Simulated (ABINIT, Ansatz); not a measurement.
# SnGeSe3 (Pm-3m): zone-centre phonons, part 3 of 5

Which modes does SnGeSe3 (Pm-3m) have at the zone centre?

ABINIT 10.8.3; DFT LDA, scalar-relativistic, plane waves, HGH norm-conserving pseudopotentials.

So far. Step 5 (Self-consistent run for the response): The cell stands at -1.1 GPa: the relaxation ran with a smoothed and higher cutoff, and the difference is a stress of the finite basis. Step 6 (Linear response at Γ): The acoustic modes at Γ come out as far as 3.0 cm⁻¹ from zero, where they should vanish, a small numerical error. The lowest optical mode is imaginary, 113i cm⁻¹, an instability at this level and on this k mesh. The relaxed cell has a = 4.901 Å (conventional setting).

The structure was built from a prototype and need not be the compound's stable phase.

## (7) Modes with the sum rule

anaddb reads the merged derivatives and imposes the acoustic sum rule.

The input, anaddb.abi:

```
ddb_filepath "gamma_DDB"
output_file "anaddb.abo"
outdata_prefix "anaddb"
asr 1
chneut 1
enunit 2
eivec 1
nph1l 1
qph1l 0.0 0.0 0.0 1.0
```

The input, mrgddb.in:

```
gamma_DDB
merged
2
dfpt_gammao_DDB
gso_DDB
```

The run is started by

```bash
mrgddb < mrgddb.in > mrgddb.log
OMP_NUM_THREADS=1 anaddb anaddb.abi > anaddb.log
```

anaddb.abo, the main output file:

```text
-outvars_anaddb: echo values of input variables ----------------------

 Miscellaneous information :
      enunit         2
       eivec         1
         asr         1
 First list of wavevector (reduced coord.) :
       nph1l         1
       qph1l
                     0.00000000E+00  0.00000000E+00  0.00000000E+00    1.000E+00

================================================================================

 read the DDB information and perform some checks

  ==== Info on the Cryst% object ====
 Real(R)+Recip(G) space primitive vectors, cartesian coordinates (Bohr,Bohr^-1):
 R(1)=  9.2608546  0.0000000  0.0000000  G(1)=  0.1079814  0.0000000  0.0000000
 R(2)=  0.0000000  9.2608546  0.0000000  G(2)=  0.0000000  0.1079814  0.0000000
 R(3)=  0.0000000  0.0000000  9.2608546  G(3)=  0.0000000  0.0000000  0.1079814
 Unit cell volume ucvol=  7.9424264E+02 bohr^3
 Angles (23,13,12)=  9.00000000E+01  9.00000000E+01  9.00000000E+01 degrees
 Time-reversal symmetry is present
 Reduced atomic positions [iatom, xred, symbol]:
    1)    0.0000000  0.0000000  0.0000000  Sn
    2)    0.5000000  0.5000000  0.5000000  Ge
    3)    0.5000000  0.5000000  0.0000000  Se
    4)    0.5000000  0.0000000  0.5000000  Se
    5)    0.0000000  0.5000000  0.5000000  Se

 DDB file with 3 blocks has been read.

================================================================================

 Treat the first list of vectors

  Phonon wavevector (reduced coordinates) :  0.00000  0.00000  0.00000
 Phonon energies in Hartree :
  -5.133970E-04 -5.133970E-04 -5.133970E-04 -3.576375E-04 -3.576375E-04
  -3.576375E-04 -2.076536E-04 -2.076536E-04 -2.076536E-04  0.000000E+00
   0.000000E+00  0.000000E+00  9.272083E-04  9.272083E-04  9.272083E-04
 Phonon energies in meV     :
- -1.397024E+01 -1.397024E+01 -1.397024E+01 -9.731812E+00 -9.731812E+00
- -9.731812E+00 -5.650544E+00 -5.650544E+00 -5.650544E+00  0.000000E+00
-  0.000000E+00  0.000000E+00  2.523062E+01  2.523062E+01  2.523062E+01
 Phonon frequencies in cm-1    :
- -1.126776E+02 -1.126776E+02 -1.126776E+02 -7.849236E+01 -7.849236E+01
- -7.849236E+01 -4.557471E+01 -4.557471E+01 -4.557471E+01  0.000000E+00
-  0.000000E+00  0.000000E+00  2.034987E+02  2.034987E+02  2.034987E+02
 Phonon frequencies in Thz     :
- -3.377990E+00 -3.377990E+00 -3.377990E+00 -2.353142E+00 -2.353142E+00
- -2.353142E+00 -1.366295E+00 -1.366295E+00 -1.366295E+00  0.000000E+00
-  0.000000E+00  0.000000E+00  6.100737E+00  6.100737E+00  6.100737E+00
 Phonon energies in Kelvin  :
- -1.621179E+02 -1.621179E+02 -1.621179E+02 -1.129330E+02 -1.129330E+02
- -1.129330E+02 -6.557183E+01 -6.557183E+01 -6.557183E+01  0.000000E+00
-  0.000000E+00  0.000000E+00  2.927892E+02  2.927892E+02  2.927892E+02

 Eigendisplacements
 (will be given, for each mode : in cartesian coordinates
   for each atom the real part of the displacement vector,
   then the imaginary part of the displacement vector - absolute values smaller than 1.0d-7 are set to zero)
  Mode number    1   Energy   -5.133970E-04
 Attention : low frequency mode.
   (Could be unstable or acoustic mode)
-  1  0.00000000E+00  0.00000000E+00  1.34796441E-03
-     0.00000000E+00  0.00000000E+00  0.00000000E+00
-  2  0.00000000E+00  0.00000000E+00  6.73775232E-04
-     0.00000000E+00  0.00000000E+00  0.00000000E+00
-  3  0.00000000E+00  0.00000000E+00  1.06005609E-04
-     0.00000000E+00  0.00000000E+00  0.00000000E+00
-  4  0.00000000E+00  0.00000000E+00 -1.37607057E-03
-     0.00000000E+00  0.00000000E+00  0.00000000E+00
-  5  0.00000000E+00  0.00000000E+00 -1.37607057E-03
-     0.00000000E+00  0.00000000E+00  0.00000000E+00
  Mode number    2   Energy   -5.133970E-04
 Attention : low frequency mode.
   (Could be unstable or acoustic mode)
-  1  0.00000000E+00  1.34796441E-03  0.00000000E+00
-     0.00000000E+00  0.00000000E+00  0.00000000E+00
-  2  0.00000000E+00  6.73775232E-04  0.00000000E+00
-     0.00000000E+00  0.00000000E+00  0.00000000E+00
-  3  0.00000000E+00 -1.37607057E-03  0.00000000E+00
-     0.00000000E+00  0.00000000E+00  0.00000000E+00
-  4  0.00000000E+00  1.06005609E-04  0.00000000E+00
-     0.00000000E+00  0.00000000E+00  0.00000000E+00
-  5  0.00000000E+00 -1.37607057E-03  0.00000000E+00
-     0.00000000E+00  0.00000000E+00  0.00000000E+00
  Mode number    3   Energy   -5.133970E-04
 Attention : low frequency mode.
   (Could be unstable or acoustic mode)
-  1  1.34796441E-03  0.00000000E+00  0.00000000E+00
-     0.00000000E+00  0.00000000E+00  0.00000000E+00
-  2  6.73775232E-04  0.00000000E+00  0.00000000E+00
-     0.00000000E+00  0.00000000E+00  0.00000000E+00
-  3 -1.37607057E-03  0.00000000E+00  0.00000000E+00
-     0.00000000E+00  0.00000000E+00  0.00000000E+00
-  4 -1.37607057E-03  0.00000000E+00  0.00000000E+00
-     0.00000000E+00  0.00000000E+00  0.00000000E+00
-  5  1.06005609E-04  0.00000000E+00  0.00000000E+00
-     0.00000000E+00  0.00000000E+00  0.00000000E+00
  Mode number    4   Energy   -3.576375E-04
 Attention : low frequency mode.
   (Could be unstable or acoustic mode)
-  1  0.00000000E+00  0.00000000E+00  0.00000000E+00
-     0.00000000E+00  0.00000000E+00  0.00000000E+00
-  2  0.00000000E+00  0.00000000E+00  0.00000000E+00
-     0.00000000E+00  0.00000000E+00  0.00000000E+00
-  3  0.00000000E+00  0.00000000E+00  0.00000000E+00
-     0.00000000E+00  0.00000000E+00  0.00000000E+00
-  4  0.00000000E+00  0.00000000E+00 -1.86380890E-03
-     0.00000000E+00  0.00000000E+00  0.00000000E+00
-  5  0.00000000E+00  0.00000000E+00  1.86380890E-03
-     0.00000000E+00  0.00000000E+00  0.00000000E+00
  Mode number    5   Energy   -3.576375E-04
 Attention : low frequency mode.
   (Could be unstable or acoustic mode)
-  1  0.00000000E+00  0.00000000E+00  0.00000000E+00
-     0.00000000E+00  0.00000000E+00  0.00000000E+00
-  2  0.00000000E+00  0.00000000E+00  0.00000000E+00
-     0.00000000E+00  0.00000000E+00  0.00000000E+00
-  3  0.00000000E+00  1.86380890E-03  0.00000000E+00
-     0.00000000E+00  0.00000000E+00  0.00000000E+00
-  4  0.00000000E+00  0.00000000E+00  0.00000000E+00
-     0.00000000E+00  0.00000000E+00  0.00000000E+00
-  5  0.00000000E+00 -1.86380890E-03  0.00000000E+00
-     0.00000000E+00  0.00000000E+00  0.00000000E+00
  Mode number    6   Energy   -3.576375E-04
 Attention : low frequency mode.
   (Could be unstable or acoustic mode)
-  1  0.00000000E+00  0.00000000E+00  0.00000000E+00
-     0.00000000E+00  0.00000000E+00  0.00000000E+00
-  2  0.00000000E+00  0.00000000E+00  0.00000000E+00
-     0.00000000E+00  0.00000000E+00  0.00000000E+00
-  3  1.86380890E-03  0.00000000E+00  0.00000000E+00
-     0.00000000E+00  0.00000000E+00  0.00000000E+00
-  4 -1.86380890E-03  0.00000000E+00  0.00000000E+00
-     0.00000000E+00  0.00000000E+00  0.00000000E+00
-  5  0.00000000E+00  0.00000000E+00  0.00000000E+00
-     0.00000000E+00  0.00000000E+00  0.00000000E+00
  Mode number    7   Energy   -2.076536E-04
 Attention : low frequency mode.
   (Could be unstable or acoustic mode)
-  1  0.00000000E+00  0.00000000E+00 -1.23233768E-03
-     0.00000000E+00  0.00000000E+00  0.00000000E+00
-  2  0.00000000E+00  0.00000000E+00  1.85947577E-03
-     0.00000000E+00  0.00000000E+00  0.00000000E+00
-  3  0.00000000E+00  0.00000000E+00  1.04021869E-03
-     0.00000000E+00  0.00000000E+00  0.00000000E+00
-  4  0.00000000E+00  0.00000000E+00 -4.48748702E-04
-     0.00000000E+00  0.00000000E+00  0.00000000E+00
-  5  0.00000000E+00  0.00000000E+00 -4.48748702E-04
-     0.00000000E+00  0.00000000E+00  0.00000000E+00
  Mode number    8   Energy   -2.076536E-04
 Attention : low frequency mode.
   (Could be unstable or acoustic mode)
-  1  0.00000000E+00  1.23233768E-03  0.00000000E+00
-     0.00000000E+00  0.00000000E+00  0.00000000E+00
-  2  0.00000000E+00 -1.85947577E-03  0.00000000E+00
-     0.00000000E+00  0.00000000E+00  0.00000000E+00
-  3  0.00000000E+00  4.48748702E-04  0.00000000E+00
-     0.00000000E+00  0.00000000E+00  0.00000000E+00
-  4  0.00000000E+00 -1.04021869E-03  0.00000000E+00
-     0.00000000E+00  0.00000000E+00  0.00000000E+00
-  5  0.00000000E+00  4.48748702E-04  0.00000000E+00
-     0.00000000E+00  0.00000000E+00  0.00000000E+00
  Mode number    9   Energy   -2.076536E-04
 Attention : low frequency mode.
   (Could be unstable or acoustic mode)
-  1  1.23233768E-03  0.00000000E+00  0.00000000E+00
-     0.00000000E+00  0.00000000E+00  0.00000000E+00
-  2 -1.85947577E-03  0.00000000E+00  0.00000000E+00
-     0.00000000E+00  0.00000000E+00  0.00000000E+00
-  3  4.48748702E-04  0.00000000E+00  0.00000000E+00
-     0.00000000E+00  0.00000000E+00  0.00000000E+00
-  4  4.48748702E-04  0.00000000E+00  0.00000000E+00
-     0.00000000E+00  0.00000000E+00  0.00000000E+00
-  5 -1.04021869E-03  0.00000000E+00  0.00000000E+00
-     0.00000000E+00  0.00000000E+00  0.00000000E+00
  Mode number   10   Energy    0.000000E+00
 Attention : low frequency mode.
   (Could be unstable or acoustic mode)
-  1  0.00000000E+00  0.00000000E+00  1.13185514E-03
-     0.00000000E+00  0.00000000E+00  0.00000000E+00
-  2  0.00000000E+00  0.00000000E+00  1.13188667E-03
-     0.00000000E+00  0.00000000E+00  0.00000000E+00
-  3  0.00000000E+00  0.00000000E+00  1.13188288E-03
-     0.00000000E+00  0.00000000E+00  0.00000000E+00
-  4  0.00000000E+00  0.00000000E+00  1.13186755E-03
-     0.00000000E+00  0.00000000E+00  0.00000000E+00
-  5  0.00000000E+00  0.00000000E+00  1.13186755E-03
-     0.00000000E+00  0.00000000E+00  0.00000000E+00
  Mode number   11   Energy    0.000000E+00
 Attention : low frequency mode.
   (Could be unstable or acoustic mode)
-  1  0.00000000E+00  1.13185514E-03  0.00000000E+00
-     0.00000000E+00  0.00000000E+00  0.00000000E+00
-  2  0.00000000E+00  1.13188667E-03  0.00000000E+00
-     0.00000000E+00  0.00000000E+00  0.00000000E+00
-  3  0.00000000E+00  1.13186755E-03  0.00000000E+00
-     0.00000000E+00  0.00000000E+00  0.00000000E+00
-  4  0.00000000E+00  1.13188288E-03  0.00000000E+00
-     0.00000000E+00  0.00000000E+00  0.00000000E+00
-  5  0.00000000E+00  1.13186755E-03  0.00000000E+00
-     0.00000000E+00  0.00000000E+00  0.00000000E+00
  Mode number   12   Energy    0.000000E+00
 Attention : low frequency mode.
   (Could be unstable or acoustic mode)
-  1  1.13185514E-03  0.00000000E+00  0.00000000E+00
-     0.00000000E+00  0.00000000E+00  0.00000000E+00
-  2  1.13188667E-03  0.00000000E+00  0.00000000E+00
-     0.00000000E+00  0.00000000E+00  0.00000000E+00
-  3  1.13186755E-03  0.00000000E+00  0.00000000E+00
-     0.00000000E+00  0.00000000E+00  0.00000000E+00
-  4  1.13186755E-03  0.00000000E+00  0.00000000E+00
-     0.00000000E+00  0.00000000E+00  0.00000000E+00
-  5  1.13188288E-03  0.00000000E+00  0.00000000E+00
-     0.00000000E+00  0.00000000E+00  0.00000000E+00
  Mode number   13   Energy    9.272083E-04
-  1  0.00000000E+00  0.00000000E+00  6.64576054E-05
-     0.00000000E+00  0.00000000E+00  0.00000000E+00
-  2  0.00000000E+00  0.00000000E+00  1.53699895E-03
-     0.00000000E+00  0.00000000E+00  0.00000000E+00
-  3  0.00000000E+00  0.00000000E+00 -2.13848457E-03
-     0.00000000E+00  0.00000000E+00  0.00000000E+00
-  4  0.00000000E+00  0.00000000E+00  3.12592159E-04
-     0.00000000E+00  0.00000000E+00  0.00000000E+00
-  5  0.00000000E+00  0.00000000E+00  3.12592159E-04
-     0.00000000E+00  0.00000000E+00  0.00000000E+00
  Mode number   14   Energy    9.272083E-04
-  1  0.00000000E+00  6.64576054E-05  0.00000000E+00
-     0.00000000E+00  0.00000000E+00  0.00000000E+00
-  2  0.00000000E+00  1.53699895E-03  0.00000000E+00
-     0.00000000E+00  0.00000000E+00  0.00000000E+00
-  3  0.00000000E+00  3.12592159E-04  0.00000000E+00
-     0.00000000E+00  0.00000000E+00  0.00000000E+00
-  4  0.00000000E+00 -2.13848457E-03  0.00000000E+00
-     0.00000000E+00  0.00000000E+00  0.00000000E+00
-  5  0.00000000E+00  3.12592159E-04  0.00000000E+00
-     0.00000000E+00  0.00000000E+00  0.00000000E+00
  Mode number   15   Energy    9.272083E-04
-  1  6.64576054E-05  0.00000000E+00  0.00000000E+00
-     0.00000000E+00  0.00000000E+00  0.00000000E+00
-  2  1.53699895E-03  0.00000000E+00  0.00000000E+00
-     0.00000000E+00  0.00000000E+00  0.00000000E+00
-  3  3.12592159E-04  0.00000000E+00  0.00000000E+00
-     0.00000000E+00  0.00000000E+00  0.00000000E+00
-  4  3.12592159E-04  0.00000000E+00  0.00000000E+00
-     0.00000000E+00  0.00000000E+00  0.00000000E+00
-  5 -2.13848457E-03  0.00000000E+00  0.00000000E+00
-     0.00000000E+00  0.00000000E+00  0.00000000E+00

 Analysis of degeneracies and characters (maximum tolerance=1.00E-06 a.u.)
 For each vibration mode, or group of modes if degenerate,
 the characters are given for each symmetry operation (see the list in the log file).
 Symmetry characters of vibration mode #   1
       degenerate with vibration modes #   2 to    3
  3.0 -3.0 -1.0  1.0 -1.0  1.0 -1.0  1.0  1.0 -1.0 -1.0  1.0  1.0 -1.0 -1.0  1.0
  0.0 -0.0 -0.0  0.0  0.0 -0.0 -0.0  0.0  1.0 -1.0 -1.0  1.0 -1.0  1.0  1.0 -1.0
  0.0 -0.0  0.0 -0.0 -0.0  0.0 -0.0  0.0  1.0 -1.0  1.0 -1.0 -1.0  1.0 -1.0  1.0
 Symmetry characters of vibration mode #   4
       degenerate with vibration modes #   5 to    6
  3.0 -3.0 -1.0  1.0 -1.0  1.0 -1.0  1.0 -1.0  1.0  1.0 -1.0 -1.0  1.0  1.0 -1.0
  0.0 -0.0  0.0 -0.0 -0.0  0.0 -0.0  0.0 -1.0  1.0  1.0 -1.0  1.0 -1.0 -1.0  1.0
  0.0 -0.0 -0.0  0.0 -0.0  0.0  0.0 -0.0 -1.0  1.0 -1.0  1.0  1.0 -1.0  1.0 -1.0
 Symmetry characters of vibration mode #   7
       degenerate with vibration modes #   8 to    9
  3.0 -3.0 -1.0  1.0 -1.0  1.0 -1.0  1.0  1.0 -1.0 -1.0  1.0  1.0 -1.0 -1.0  1.0
  0.0 -0.0  0.0 -0.0 -0.0  0.0 -0.0  0.0  1.0 -1.0 -1.0  1.0 -1.0  1.0  1.0 -1.0
  0.0 -0.0 -0.0  0.0 -0.0  0.0  0.0 -0.0  1.0 -1.0  1.0 -1.0 -1.0  1.0 -1.0  1.0
 Symmetry characters of vibration mode #  10
       degenerate with vibration modes #  11 to   12
  3.0 -3.0 -1.0  1.0 -1.0  1.0 -1.0  1.0  1.0 -1.0 -1.0  1.0  1.0 -1.0 -1.0  1.0
 -0.0  0.0 -0.0  0.0  0.0 -0.0  0.0 -0.0  1.0 -1.0 -1.0  1.0 -1.0  1.0  1.0 -1.0
 -0.0  0.0  0.0 -0.0  0.0 -0.0 -0.0  0.0  1.0 -1.0  1.0 -1.0 -1.0  1.0 -1.0  1.0
 Symmetry characters of vibration mode #  13
       degenerate with vibration modes #  14 to   15
  3.0 -3.0 -1.0  1.0 -1.0  1.0 -1.0  1.0  1.0 -1.0 -1.0  1.0  1.0 -1.0 -1.0  1.0
  0.0 -0.0  0.0 -0.0 -0.0  0.0 -0.0  0.0  1.0 -1.0 -1.0  1.0 -1.0  1.0  1.0 -1.0
  0.0 -0.0 -0.0  0.0 -0.0  0.0  0.0 -0.0  1.0 -1.0  1.0 -1.0 -1.0  1.0 -1.0  1.0
-
```

Elapsed: 0.51 s, on 1 thread of Arm Neoverse V1, shared host.

This step gave:

- lowest optical zone-centre mode: -112.7 cm⁻¹

No LO-TO term; unit eigenvectors of the mass-weighted matrix, from anaddb's displacements. The modes at Γ (shares of kinetic energy by element, %) (negative means imaginary):

```csv
mode,frequency (cm⁻¹),symmetry,Sn %,Ge %,Se %
1,-112.7,T1u,39,6,55
2,-112.7,T1u,39,6,55
3,-112.7,T1u,39,6,55
4,-78.5,T2u,0,0,100
5,-78.5,T2u,0,0,100
6,-78.5,T2u,0,0,100
7,-45.6,T1u,33,46,21
8,-45.6,T1u,33,46,21
9,-45.6,T1u,33,46,21
10,0.0,acoustic,28,17,55
11,0.0,acoustic,28,17,55
12,0.0,acoustic,28,17,55
13,203.5,T1u,0,31,69
14,203.5,T1u,0,31,69
15,203.5,T1u,0,31,69
```

Displacements in mode 1 (-112.7 cm⁻¹), the largest set to 1:
```
Sn1  0.00  0.00  0.98
Ge2  0.00  0.00  0.49
Se3  0.00  0.00  0.08
Se4  0.00  0.00 -1.00
Se5  0.00  0.00 -1.00
```

Displacements in mode 13 (203.5 cm⁻¹), the largest set to 1:
```
Sn1  0.00  0.00  0.03
Ge2  0.00  0.00  0.72
Se3  0.00  0.00 -1.00
Se4  0.00  0.00  0.15
Se5  0.00  0.00  0.15
```

The rule moves no optical mode by more than 0.1 cm⁻¹.

[end of part 3 of 5]

[Host names and launcher messages were left out of these logs when they were recorded.]

[Logs are printed without paths, hosts, clocks, repeated set-up lines and the standing remarks that a program may print on its own settings, such as how far it seeks lower states.]

[Hosts, paths, dates, database ids (printed as entryN), source tags and the programs' standing remarks are cut or masked in the printed files.]
